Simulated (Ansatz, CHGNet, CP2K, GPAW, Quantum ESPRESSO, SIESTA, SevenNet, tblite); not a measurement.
**tblite runs on random packing of B86H14 (at. %) (90 atoms)**

Wanted: tblite inputs and outputs for random packing of B86H14 (at. %) (90 atoms), checked against a plane-wave reference.

Method: the method is named at each step, in tblite 0.8.0.

## (1) Starting point

The cell holds 90 atoms: 77 B and 13 H. Cell: a = 8.907 Å, b = 8.907 Å, c = 8.907 Å, α = 90.0°, β = 90.0°, γ = 90.0°. 90 atoms (77 B, 13 H) packed at random in a cube at 1.99 g/cm³ and pushed apart as soft spheres; a start for melting by ab initio MD, not an equilibrated structure. Then every atom was moved at random, 0.02 Å r.m.s. a Cartesian component (hydrogen 0.6 of that).

The yardstick, on the same geometry:

```
method                 : Kohn-Sham DFT, PBE, PAW, plane waves (Ansatz 0.2.0); cutoff 420 eV, Γ point, fermi-dirac smearing of 0.05 eV; PAW set soft_2
r.m.s. force component : 1.085 eV/Å
longest force          : 4.111 eV/Å
pressure               : -14.43 GPa
SCF cycles             : 8
time                   : 5.1 s on 4 threads of Arm Neoverse V1, shared host
CPU time               : 19 s
```

## (2) GFN1-xTB

Method: GFN1-xTB tight binding, diagonalisation.

The input, run.py:

```python
import numpy as np
from ase.io import read
from tblite.ase import TBLite

atoms = read("structure.xyz")
atoms.calc = TBLite(method="GFN1-xTB", electronic_temperature=580, accuracy=1.0, max_iterations=250, mixer_damping=0.1, verbosity=1)
energy = atoms.get_potential_energy()
forces = atoms.get_forces()
print(f"energy {energy:.6f} eV")
print("forces (eV/A)")
for i, (a, f) in enumerate(zip(atoms, forces)):
    print(f"{i:4d} {a.symbol:2s} {f[0]:10.5f} {f[1]:10.5f} {f[2]:10.5f}")
stress = -atoms.get_stress(voigt=False) * 160.21766
print("stress (GPa, compression positive)")
for row in stress:
    print(" ".join(f"{x:10.4f}" for x in row))
print("charges (e)")
print(np.array2string(atoms.get_charges(), precision=4, suppress_small=True, max_line_width=110, threshold=100000))
```

The input, structure.xyz:

```xyz
90
Lattice="8.90670 0.00000 0.00000 0.00000 8.90670 0.00000 0.00000 0.00000 8.90670" Properties=species:S:1:pos:R:3 pbc="T T T"
B 7.78775 0.82672 2.86689
B 6.16272 1.72398 4.08283
B 5.98797 7.62503 1.78838
B 0.01496 3.16927 0.66765
B 6.39082 3.71739 2.79697
B 8.56361 0.32305 8.24297
B 5.55457 3.87441 0.42191
B 6.67245 3.82311 5.94602
B 8.10813 7.65433 0.02850
B 7.07459 3.12625 4.32242
B 8.66898 3.96651 5.02436
B 6.42342 1.26644 0.30016
B 5.80138 1.36130 1.79114
B 6.07544 7.73191 5.60205
B 1.54273 2.73658 6.25473
B 1.80218 1.63714 8.20102
B 7.02480 1.13391 7.33039
B 6.08942 6.51792 3.48564
B 4.13262 4.41149 1.55680
B 6.58855 5.08394 8.69739
B 0.21759 2.91240 7.63260
B 3.07718 6.49779 2.32990
B 1.07958 0.46725 7.39292
B 7.76940 8.06858 6.71841
B 3.36566 5.63580 4.89815
B 2.02636 0.66177 1.19519
B 6.20503 8.33997 3.64560
B 6.87882 7.31365 7.92358
B 7.64462 6.20583 4.06911
B 4.31663 6.57573 3.88136
B 6.18597 3.06471 7.75836
B 5.39025 5.09410 4.50572
B 8.39234 5.52011 0.78459
B 1.31294 5.73449 8.19114
B 7.75827 7.83300 4.98579
B 4.51881 3.63669 4.16575
B 5.34651 8.81790 8.81434
B 1.19608 3.93079 2.04525
B 2.07410 0.21287 3.08118
B 8.85789 5.58931 5.77697
B 6.97065 3.04859 0.90385
B 7.25308 0.30826 5.72915
B 5.35934 0.87010 7.13756
B 7.35800 5.34420 5.39782
B 8.65099 7.79354 1.65700
B 1.38223 4.57662 4.67673
B 2.88283 5.34259 0.52995
B 1.87050 3.24872 0.76820
B 1.39532 7.25834 4.36348
B 4.14179 8.65054 4.75164
B 0.54019 5.71534 2.46751
B 4.41648 7.38855 7.88884
B 5.29494 5.51307 6.64404
B 6.92104 1.98138 5.87361
B 4.04035 3.39595 6.29027
B 2.30185 6.45005 6.57243
[... 30 atom lines left out ...]
H 5.40494 5.16384 2.64244
H 2.89486 8.17599 1.49321
H 7.83273 5.82471 7.01759
H 3.72407 4.95017 3.50176
```

The run is started by

```sh
OMP_NUM_THREADS=1 python run.py > output.txt
```

Log:

```text
------------------------------------------------------------
  cycle        total energy    energy error   density error
------------------------------------------------------------
      1     -111.6182124477  -1.1211701E+02   7.5000221E-01
      2     -111.9311510770  -3.1293863E-01   6.7539433E-01
      3     -111.6022846377   3.2886644E-01   2.3399975E-01
      4     -111.8352664803  -2.3298184E-01   7.6959917E-02
      5     -111.9691596361  -1.3389316E-01   2.6935336E-02
      6     -111.9773734480  -8.2138120E-03   1.6572939E-02
      7     -111.9798747069  -2.5012589E-03   4.7960684E-03
      8     -111.9800520148  -1.7730786E-04   2.5650328E-03
      9     -111.9801246213  -7.2606550E-05   1.2168084E-03
     10     -111.9801322150  -7.5936363E-06   6.9537601E-04
     11     -111.9801356054  -3.3904536E-06   2.8245031E-04
     12     -111.9801361953  -5.8990530E-07   1.2362583E-04
     13     -111.9801362516  -5.6257534E-08   7.6227599E-05
     14     -111.9801362723  -2.0686144E-08   3.8839102E-05
     15     -111.9801362763  -4.0475641E-09   2.2718967E-05
     16     -111.9801362775  -1.1652759E-09   1.5094787E-05
------------------------------------------------------------
 total:                                   1.834 sec
energy -3047.134715 eV
forces (eV/A)
   0 B    -0.45742   -1.15019    0.80728
   1 B     0.23375   -0.65241    0.29480
   2 B    -0.83017   -0.28220    0.00101
   3 B    -0.79773   -0.46466   -0.62786
   4 B     0.86934   -0.69161   -0.21190
   5 B    -1.39771    1.38284    0.00336
   6 B    -0.23097    1.33941   -0.90472
   7 B    -0.14870    0.61553    1.07918
   8 B     0.72117    0.78240    2.36264
   9 B     0.15720    0.58913   -1.03647
  10 B    -0.35428   -2.31884   -3.01092
  11 B    -0.80186   -0.61989    0.47193
  12 B    -2.45162    0.81567    1.61853
  13 B    -0.62952   -0.05048   -0.70671
  14 B    -0.19408   -0.17254    0.88838
  15 B     0.56705    0.70308    0.67357
  16 B    -0.73794    0.15654    1.18787
  17 B    -0.00220    0.20886   -1.92634
  18 B     1.03108    0.89179   -2.39095
  19 B     0.91106    1.83742    0.43115
  20 B    -0.98517    0.84394   -0.27196
  21 B     0.41094    0.66609   -0.70499
  22 B     1.28404   -0.34669   -0.45532
  23 B     0.20195   -2.15924    1.31261
[...]
82 H    -0.30753   -1.23995    1.22102
  83 H    -0.10776    0.59106   -0.03812
  84 H     0.05793    1.89172   -0.18716
  85 H     1.11103   -0.20307   -1.03272
  86 H     0.49452   -1.75783   -1.27005
  87 H     0.01979   -0.72971    0.19181
  88 H     0.03857   -0.02450   -0.43397
  89 H    -0.62092   -0.95023   -0.14380
stress (GPa, compression positive)
    1.0096    -4.1562     1.3644
   -4.1562     3.2064    -2.3471
    1.3644    -2.3471     4.0908
charges (e)
[-0.0662 -0.018  -0.0065 -0.0014 -0.0192  0.0393 -0.0379 -0.0146 -0.0516 -0.0136  0.0674  0.036   0.0767
  0.0188  0.0687  0.0141 -0.0157  0.0504 -0.0485 -0.0729 -0.0243  0.0314 -0.0304  0.0163 -0.0192 -0.0608
  0.0499 -0.0771 -0.0854 -0.0022  0.0677  0.1027 -0.0324 -0.0495 -0.0539 -0.0313 -0.0301 -0.0062 -0.052
  0.0341  0.0383  0.0696 -0.0007  0.058   0.009  -0.0245 -0.0061  0.0135  0.0089 -0.057  -0.0848  0.046
 -0.0469  0.0891 -0.0373  0.0025  0.0527 -0.0002 -0.0439  0.0089 -0.0954  0.034   0.0414  0.02    0.0348
  0.083  -0.0633  0.0541  0.0268 -0.0104 -0.023   0.0158  0.0584 -0.019   0.0398  0.022  -0.0165 -0.0771
 -0.0165 -0.0576 -0.0546  0.0025 -0.0742 -0.0131  0.0584  0.0954 -0.0109  0.0193  0.0465  0.0318]
```

It took 2.4 s on 1 thread of Arm Neoverse V1, shared host; peak memory 0.11 GiB.

Banners, paths, timers and routine set-up lines are dropped from the logs unmarked, and long logs keep their key lines alone; longer cuts are marked.

Compared with the plane-wave run:

```
r.m.s. force component                  : 1.165 eV/Å
r.m.s. difference of force components   : 656.6 meV/Å
longest difference of force vectors     : 2836 meV/Å
force difference over r.m.s. force      : 60.5 %
slope of forces against the reference's : 0.8937
correlation of force components         : 0.8321
pressure                                : 2.769 GPa
pressure difference                     : 17.2 GPa
```

Length of the force difference by element (eV/Å):

```tsv
element	atoms	mean	most
B	77	1.1	2.8
H	13	0.62	1.1
```

A closer look about B32, whose charge lies farthest from its element's mean: 9 atoms, nearest first, numbered in the order of the input, with positions taken from that point.

```tsv
atom	x	y	z	distance (Å)	Mulliken charge (e)	Fx	Fy	Fz (eV/Å)
B32	0.00	0.00	0.00	0.00	0.10	-1.06	-0.72	1.46
B36	-0.87	-1.46	-0.34	1.73	-0.03	-1.56	0.84	0.55
H87	0.01	0.07	-1.86	1.86	-0.01	0.49	-1.76	-1.27
B18	0.70	1.42	-1.02	1.89	0.05	0.00	0.21	-1.93
B30	-1.07	1.48	-0.62	1.93	0.00	-2.11	0.45	-1.85
H90	-1.67	-0.14	-1.00	1.95	0.03	-0.62	-0.95	-0.14
B25	-2.02	0.54	0.39	2.13	-0.02	-0.29	0.21	-0.01
B44	1.97	0.25	0.89	2.17	0.06	-1.75	-2.43	0.41
B53	-0.10	0.42	2.14	2.18	-0.05	-1.01	0.20	-0.85
```

Atoms are counted from 1 here, from 0 in the log.

Forces lie 61 % from the reference's, at 0.13 times its CPU time (on 1 against 4 cores).

Further runs of this program without a result: tblite GFN2-xTB (not converged).

## (3) Summary of results

* force difference from the reference: tblite GFN1-xTB, 61 %
* its CPU time: 2.4 s

**Reading.** Tight binding differs by 61 % (tblite GFN1-xTB); it is another model, with fitted parameters of its own, and the xTB methods hold dispersion. One electronic-structure run takes under half the reference's CPU time: tblite GFN1-xTB, at 61 % in 2.4 s against 19 s, too far off to be of use; its pressure misses by +17.2 GPa. Periodic xTB results under one method name differ between programs and library versions. The reference's pressure of -14 GPa belongs to a cell and atoms that aren't relaxed at this level. The electronic-structure runs sample only Γ, in a cell whose shortest periodic width is 9 Å, which is coarse for a cell with partly filled levels.

[Also dropped from logs without a mark: logging warnings of Python, and SIESTA's first energy breakdown and zero terms.]

[Logs are printed without paths, hosts, clocks, repeated set-up lines and the standing remarks that a program may print on its own settings, such as how far it seeks lower states.]

[Hosts, paths, dates, database ids (printed as entryN), source tags and the programs' standing remarks are cut or masked in the printed files.]
